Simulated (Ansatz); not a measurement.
# KSrCl3 (model cell, started as cubic perovskite with Sr in the octahedra): a soft mode frozen in, part 3 of 3

Which phase does KSrCl3 (model cell, started as cubic perovskite with Sr in the octahedra) fall into along its unstable mode, and how much energy does it gain?

Ansatz 0.2.0; DFT PBEsol, scalar-relativistic, plane waves, PAW; PAW set soft_1.

So far. Step 5 (Energy along the mode, all amplitudes (two of the runs …): The lowest of the steps tried is the last one, at 0.6 Å, 32.6 meV/atom below the parent; the bottom of the well need not coincide with a step. Step 7 (The new phase in its own primitive cell): The largest force component left is 0.29 meV/Å and the pressure is -0.001 GPa, within the tolerances set. The cell now holds 31.99 Å³/atom. The relaxed cell has a, b, c = 7.790, 10.756, 7.637 Å (conventional setting).

The structure was built from a prototype and need not be the compound's stable phase.

## Step 8: Modes of the new phase

A relaxed structure may still be a saddle point, so its zone-centre modes are computed. The response to a homogeneous field gives the Born charges and the dielectric tensor.

Input file input.yaml:

```yaml
crystal:
  lattice:
    - [-3.8947705066, 5.3781164507, 3.8183458461]
    - [3.8947705066, -5.3781164507, 3.8183458461]
    - [3.8947705066, 5.3781164507, -3.8183458461]
  atoms:
    - { symbol: K, position: [0.7154222483, 0.9654222483, 0.75] }
    - { symbol: K, position: [0.2845777517, 0.0345777517, 0.25] }
    - { symbol: Sr, position: [0.5, 0.5, 0.0] }
    - { symbol: Sr, position: [0.0, 0.5, 0.5] }
    - { symbol: Cl, position: [0.8804710985, 0.6304710985, 0.25] }
    - { symbol: Cl, position: [0.1195289015, 0.3695289015, 0.75] }
    - { symbol: Cl, position: [0.6762827848, 0.0, 0.1762827848] }
    - { symbol: Cl, position: [0.3237172152, 0.0, 0.8237172152] }
    - { symbol: Cl, position: [0.3237172152, 0.5, 0.3237172152] }
    - { symbol: Cl, position: [0.6762827848, 0.5, 0.6762827848] }
kpoints:
  mp_grid: { grid: [4, 4, 4] }
hamiltonian:
  xc: pbesol
  pseudopotentials: { kind: paw, azcp: { folder: soft_1 }, xc_functional: pbe }
scf:
  occupations: { method: fixed }
output:
  eigenvalues: true
phonons:
  method: dfpt
  dielectric: true
  rigid_motions: translations
```

Launch:

```console
$ ansatz run input.yaml --threads 4 --pin off --max-ram 16384MiB --backend cpu --events-out ev --progress --plain --runs-dir out
```

Numbers of over 12 decimals in the logs are rounded to 6 here.

The program printed:

```text
[...]
Crystal: 10 atoms, lattice volume = 319.924 Å³
Basis set: ecut = 420 eV, 6261 PW (Γ), exchange–correlation on 108×108×108 points (8 copies of the dense FFT grid, shifted against one another)
Bands: 50, of which v1, the nominal top of the filled ones, is band 40 counted from 1 (39 counted from 0)
Symmetry: 8 space group operations
k-points: 36 of 64 (irreducible under 1 space group operation, time reversal used)
[...]
SCF iter   1: F=—  HF=-16408.238179 eV  |F-HF|=—  |Δ(HF+E_count)|=         —  Δρ=4.29e-2  dr2=1.05e1  ethr=3.10e-3  ⟨swp⟩=9.2  Hψ=9991  notcnv=0  defer=265
[...]
SCF iter  12: F=-16403.925132 eV  HF=-16403.925132 eV  |F-HF|=3.64e-12  |Δ(HF+E_count)|=  9.09e-11  Δρ=6.49e-8  dr2=1.82e-11  ethr=1.00e-12  ⟨swp⟩=8.0  Hψ=9738  notcnv=0
SCF 1 converged in 12 iterations: F = -16403.925132 eV  dr2 = 1.82e-11
[...]
NSCF: frozen V_eff on 4 k-points
DFPT response loops at Γ: preconditioner auto → none (the input reference at scf.mixing.eps_inf says where Resta's filter doesn't serve); β = 0.50; Broyden in place of MSR1
SCF converged after 12 iterations
Free energy (F): -16403.925132 eV
[...]
Internal energy: -16403.925132 eV  (E = F + TS)
E sigma→0 (E₀):  -16403.925132 eV
Fermi energy:    1.195167 eV
[...]
--- Band table (eV; the first three rows and the last of 36) ---
  k-point 0: bands = [... 36 lower, 0.9424, 0.9493, 1.0992, 1.1952, 6.2384, 7.2401, 7.6256, 7.9310, ... 6 higher]
  k-point 1: bands = [... 36 lower, 0.8854, 0.9350, 1.0374, 1.1243, 6.7042, 7.5617, 7.7326, 7.9610, ... 6 higher]
  k-point 2: bands = [... 36 lower, 0.8957, 0.8957, 1.0802, 1.0802, 7.6327, 7.6327, 8.0895, 8.0895, ... 6 higher]
  k-point 35: bands = [... 36 lower, 0.8092, 0.8381, 0.8659, 1.1240, 7.5087, 7.5775, 7.8550, 7.9329, ... 6 higher]
--- Phonons (Γ-DFPT): 12 representative perturbations + reference, on 36 of 64 k-points (Σ response iterations 41) ---
  k mesh reduced under 1 symmetry operation, with k and −k counted as one. Each operation leaves every solved perturbation unchanged. A smaller set is not considered because the run solves the response to a homogeneous field
  ASR residual: 1.034e-4 → 0.000e0 eV/Å²; symmetrization residual: 1.820e-5 eV/Å²
  ASR residual per site (eV/Å²): 2.41e-5 2.41e-5 8.84e-5 8.84e-5 1.03e-4 1.03e-4 8.32e-5 8.32e-5 8.32e-5 8.32e-5
  Γ frequencies (cm⁻¹): -28.15 0.00 0.00 0.00 32.28 58.25 72.77 73.49 78.47 82.03 88.62 89.07 96.07 96.65 97.53 99.21 111.61 111.81 115.28 119.26 139.10 148.66 152.46 157.50 183.77 195.04 197.02 213.57 221.46 235.21
  ε∞ (high-frequency dielectric tensor):
        2.539124    -0.000000    -0.000000
       -0.000000     2.554069     0.000000
       -0.000000     0.000000     2.542731
  softest optical mode at Γ: -28.15 cm⁻¹; the repairs (sum rule, projections) moved no ω² at Γ by more than (2.23 cm⁻¹)²
  Born effective charges Z* (e; rows j = field, columns β = displacement):
    site 0:
         1.20709   -0.00000   -0.00000
        -0.00000    1.10747    0.00000
        -0.00000    0.00000    1.24037
    site 1:
         1.20709   -0.00000   -0.00000
         0.00000    1.10747    0.00000
        -0.00000    0.00000    1.24037
    site 2:
         2.31766    0.00000   -0.00000
        -0.00000    2.43191    0.00964
        -0.00000   -0.21298    2.36980
    site 3:
         2.31766   -0.00000   -0.00000
         0.00000    2.43191   -0.00964
        -0.00000    0.21298    2.36980
    site 4:
        -0.80730   -0.00000    0.00000
         0.00000   -1.73082    0.00000
         0.00000   -0.00000   -1.05309
    site 5:
        -0.80730   -0.00000    0.00000
        -0.00000   -1.73082    0.00000
         0.00000   -0.00000   -1.05309
    site 6:
        -1.35872    0.00000   -0.43321
         0.00000   -0.90428   -0.00000
        -0.41844   -0.00000   -1.27854
    site 7:
        -1.35872    0.00000   -0.43321
         0.00000   -0.90428   -0.00000
        -0.41844   -0.00000   -1.27854
    site 8:
        -1.35872   -0.00000    0.43321
        -0.00000   -0.90428    0.00000
         0.41844    0.00000   -1.27854
    site 9:
        -1.35872   -0.00000    0.43321
         0.00000   -0.90428    0.00000
         0.41844    0.00000   -1.27854
  Z* charge neutrality: 8.965e-5 e pre-enforcement
  k-mesh period / interband length: 31.2 Å / 1.30 Å = 23.91 at k = (0.0000, 0.0000, 0.0000), direct gap 5.043 eV — 14 or more, which is no proof of convergence
  optical modes at Γ without the LO–TO term, one row a degenerate level:
      ω (cm⁻¹)  modes    IR ((D/Å)²/amu)
        -28.15      1             1.1035
         32.28      1             0.0000
         58.25      1             0.0000
         72.77      1             0.0000
         73.49      1             0.1863
         78.47      1             0.5794
         82.03      1             0.0000
[...]
optical modes at Γ + LO–TO along q̂ = [1.0000, 0.0000, 0.0000]:
      ω (cm⁻¹)  modes    IR ((D/Å)²/amu)
[...]
optical modes at Γ + LO–TO along q̂ = [0.0000, 1.0000, 0.0000]:
      ω (cm⁻¹)  modes    IR ((D/Å)²/amu)
[...]
optical modes at Γ + LO–TO along q̂ = [0.0000, 0.0000, 1.0000]:
      ω (cm⁻¹)  modes    IR ((D/Å)²/amu)
[...]
115.28      1             0.0000
        132.10      1             0.3986
        139.10      1             0.0000
        148.66      1             0.0000
        157.50      1             0.9056
        170.01      1             1.4258
        183.77      1             0.0000
        195.04      1             5.8479
        197.02      1             0.0000
        213.57      1             6.5333
        235.21      1             0.0000
        261.86      1             9.0941
```

The job ended after 7.3 min (4 threads of Arm Neoverse V1, shared host; peak memory 2.6 GiB).

Numbers from this step:

| Property | Result |
| --- | --- |
| sum-rule residual before enforcement | 1.03e-4 eV/Å² |
| miss of the charge sum rule | 8.96e-5 e |
| point group | mmm |
| highest optical mode at the zone centre (no LO-TO term) | 235.2 cm⁻¹ |
| lowest optical zone-centre mode | -28.15 cm⁻¹ |
| mean high-frequency dielectric constant | 2.545 |
| largest Born charge (third of the trace) | 2.373 e |
| top of the zone-centre spectrum with the field | 261.9 cm⁻¹ |

Without the LO-TO term. Patterns of degenerate modes are one choice out of their space. The modes at Γ (shares of kinetic energy by element, %) (negative means imaginary):

| mode | frequency (cm⁻¹) | symmetry | K % | Sr % | Cl % |
| --- | --- | --- | --- | --- | --- |
| 1 | -28.1 | B3u | 23 | 0 | 77 |
| 2 | 0.0 | acoustic | 17 | 38 | 46 |
| 3 | 0.0 | acoustic | 17 | 38 | 46 |
| 4 | 0.0 | acoustic | 17 | 38 | 46 |
| 5 | 32.3 | B2g | 26 | 0 | 74 |
| 6 | 58.2 | B1g | 0 | 0 | 100 |
| 7 | 72.8 | Au | 0 | 11 | 89 |
| 8 | 73.5 | B2u | 21 | 48 | 30 |
| 9 | 78.5 | B3u | 15 | 38 | 47 |
| 10 | 82.0 | B3g | 90 | 0 | 10 |
| 11 | 88.6 | B2g | 73 | 0 | 27 |
| 12 | 89.1 | B1u | 24 | 46 | 30 |
| 13 | 96.1 | B2u | 61 | 3 | 36 |
| 14 | 96.7 | Ag | 67 | 0 | 33 |
| 15 | 97.5 | B3u | 45 | 0 | 55 |
| 16 | 99.2 | B1u | 0 | 13 | 87 |
| 17 | 111.6 | B3g | 10 | 0 | 90 |
| 18 | 111.8 | Ag | 10 | 0 | 90 |
| 19 | 115.3 | B2g | 2 | 0 | 98 |
| 20 | 119.3 | B1u | 55 | 22 | 23 |
| 21 | 139.1 | Ag | 23 | 0 | 77 |
| 22 | 148.7 | Au | 0 | 89 | 11 |
| 23 | 152.5 | B1u | 4 | 58 | 38 |
| 24 | 157.5 | B2u | 1 | 87 | 12 |
| 25 | 183.8 | B3g | 0 | 0 | 100 |
| 26 | 195.0 | B2u | 0 | 24 | 76 |
| 27 | 197.0 | B1g | 0 | 0 | 100 |
| 28 | 213.6 | B3u | 0 | 24 | 76 |
| 29 | 221.5 | B1u | 0 | 23 | 77 |
| 30 | 235.2 | B3g | 0 | 0 | 100 |

Displacements in mode 1 (-28.1 cm⁻¹), the largest set to 1:
```
K1  -0.57  0.00  0.00
K2  -0.57  0.00  0.00
Sr3  0.01  0.00  0.00
Sr4  0.01  0.00  0.00
Cl5  1.00  0.00  0.00
Cl6  1.00  0.00  0.00
Cl7 -0.20  0.00  0.23
Cl8 -0.20  0.00  0.23
Cl9 -0.20  0.00 -0.23
Cl10-0.20  0.00 -0.23
```

Displacements in mode 14 (96.7 cm⁻¹), the largest set to 1:
```
K1   0.00  0.00  1.00
K2   0.00  0.00 -1.00
Sr3  0.00  0.00  0.00
Sr4  0.00  0.00  0.00
Cl5  0.00  0.00 -0.73
Cl6  0.00  0.00  0.73
Cl7  0.00  0.07  0.00
Cl8  0.00 -0.07  0.00
Cl9  0.00 -0.07  0.00
Cl10 0.00  0.07  0.00
```

Optical modes at the zone centre, without and with the macroscopic field of the longitudinal modes; each column is sorted by frequency, so a row need not hold one and the same mode. Modes with and without the field, by row:

| rank among optical modes | no field (cm⁻¹) | q along (1, 0, 0) (cm⁻¹) | q along (0, 1, 0) (cm⁻¹) | q along (0, 0, 1) (cm⁻¹) |
| --- | --- | --- | --- | --- |
| 1 | -28.1 | 20.9 | -28.1 | -28.1 |
| 2 | 32.3 | 32.3 | 32.3 | 32.3 |
| 3 | 58.2 | 58.2 | 58.2 | 58.2 |
| 4 | 72.8 | 72.8 | 72.8 | 72.8 |
| 5 | 73.5 | 73.5 | 74.3 | 73.5 |
| 6 | 78.5 | 81.4 | 78.5 | 78.5 |
| 7 | 82 | 82 | 82 | 82 |
| 8 | 88.6 | 88.6 | 88.6 | 88.6 |
| 9 | 89.1 | 89.1 | 89.1 | 89.9 |
| 10 | 96.1 | 96.1 | 96.7 | 96.1 |
| 11 | 96.7 | 96.7 | 97.5 | 96.7 |
| 12 | 97.5 | 99.2 | 99.2 | 97.5 |
| 13 | 99.2 | 111.6 | 111.6 | 99.9 |
| 14 | 111.6 | 111.8 | 111.8 | 111.6 |
| 15 | 111.8 | 115.3 | 115.3 | 111.8 |
| 16 | 115.3 | 119.3 | 119.3 | 115.3 |
| 17 | 119.3 | 122.2 | 120.2 | 132.1 |
| 18 | 139.1 | 139.1 | 139.1 | 139.1 |
| 19 | 148.7 | 148.7 | 148.7 | 148.7 |
| 20 | 152.5 | 152.5 | 152.5 | 157.5 |
| 21 | 157.5 | 157.5 | 161.8 | 170 |
| 22 | 183.8 | 183.8 | 183.8 | 183.8 |
| 23 | 195 | 195 | 197 | 195 |
| 24 | 197 | 197 | 213.6 | 197 |
| 25 | 213.6 | 221.5 | 221.5 | 213.6 |
| 26 | 221.5 | 235.2 | 235.2 | 235.2 |
| 27 | 235.2 | 258 | 242.8 | 261.9 |

Born charge (rows field, columns displacement) (e), principal values of the symmetric part by kind of site:

| atom | atoms with these values | low | middle | high | mean |
| --- | --- | --- | --- | --- | --- |
| K1 | 2 | 1.11 | 1.21 | 1.24 | 1.18 |
| Sr3 | 2 | 2.29 | 2.32 | 2.51 | 2.37 |
| Cl5 | 2 | -1.73 | -1.05 | -0.81 | -1.20 |
| Cl7 | 4 | -1.75 | -0.90 | -0.89 | -1.18 |

In full for Cl5:

```
-0.81  0.00  0.00
 0.00 -1.73  0.00
 0.00  0.00 -1.05
```

High-frequency dielectric tensor:

```
2.54 0.00 0.00
0.00 2.55 0.00
0.00 0.00 2.54
```

Transverse modes; imaginary modes are left out. Lines of the infrared spectrum (strongest = 100):

| position (cm⁻¹) | lines merged | relative intensity |
| --- | --- | --- |
| 32 | 1 | 0.0 |
| 58 | 1 | 0.0 |
| 73 | 1 | 0.0 |
| 74 | 1 | 2.9 |
| 78 | 1 | 8.9 |
| 82 | 1 | 0.0 |
| 89 | 2 | 2.9 |
| 96 | 1 | 56 |
| 97 | 1 | 0.0 |
| 98 | 1 | 38 |
| 99 | 1 | 2.9 |
| 112 | 2 | 0.0 |
| 115 | 1 | 0.0 |
| 119 | 1 | 45 |
| 139 | 1 | 0.0 |
| 149 | 1 | 0.0 |
| 152 | 1 | 37 |
| 158 | 1 | 14 |
| 184 | 1 | 0.0 |
| 195 | 1 | 90 |
| 197 | 1 | 0.0 |
| 214 | 1 | 100 |
| 222 | 1 | 80 |
| 235 | 1 | 0.0 |

Before it was imposed, the acoustic sum rule was missed by 1.0e-4 eV/Å² and the charge sum rule by 9.0e-5 e. Small misses are needed for a sound result but don't prove that mesh and cutoff are converged. The lowest optical mode is imaginary, 28.1i cm⁻¹, so the energy falls along it.

## Step 9: Outcome

```json
{
  "unstable mode of the parent": "q = (-0.5, -0.5, -0.5), 67i cm⁻¹",
  "depth at the lowest point sampled": "32.6 meV/atom",
  "largest atomic shift at that point": "0.6 Å",
  "space group reached (within 0.01 Å)": "Imma",
  "energy gained over the parent (first relaxation, on the mesh of the frozen mode)": "75.8 meV/atom",
  "volume per atom, phase reached": "32.0 Å³",
  "gap on the k-mesh, phase reached": "5.04 eV",
  "lowest optical zone-centre mode, phase reached": "-28.1 cm⁻¹",
  "highest optical mode at the zone centre (no LO-TO term), phase reached": "235 cm⁻¹"
}
```

**Reading.** Along this mode the structure falls into Imma, 75.8 meV/atom below the parent. At the parent's cell the well is 32.62 meV/atom deep on the steps tried, with its lowest point at a shift of 0.6 Å. That is the last step tried, so the steps alone don't bracket the bottom of the well. Relaxing atoms and cell changes the gain by +43.15 meV/atom against the lowest step (energies at zero smearing). The new phase still has an imaginary mode at the zone centre of its cell, so it is a saddle point on the way to a lower structure. Of the 4 patterns followed to their end from this parent, this one reaches the lowest energy. Each path keeps the symmetry of its pattern, so a lower phase may lie along a pattern not tried. The PAW files were made for PBE and serve the other functionals too. The starting cell was built on a prototype and not taken from a measurement, so the phase need not exist.

[Logs are printed without paths, hosts, clocks, repeated set-up lines and the standing remarks that a program may print on its own settings, such as how far it seeks lower states.]

[Hosts, paths, dates, database ids (printed as entryN), source tags and the programs' standing remarks are cut or masked in the printed files.]
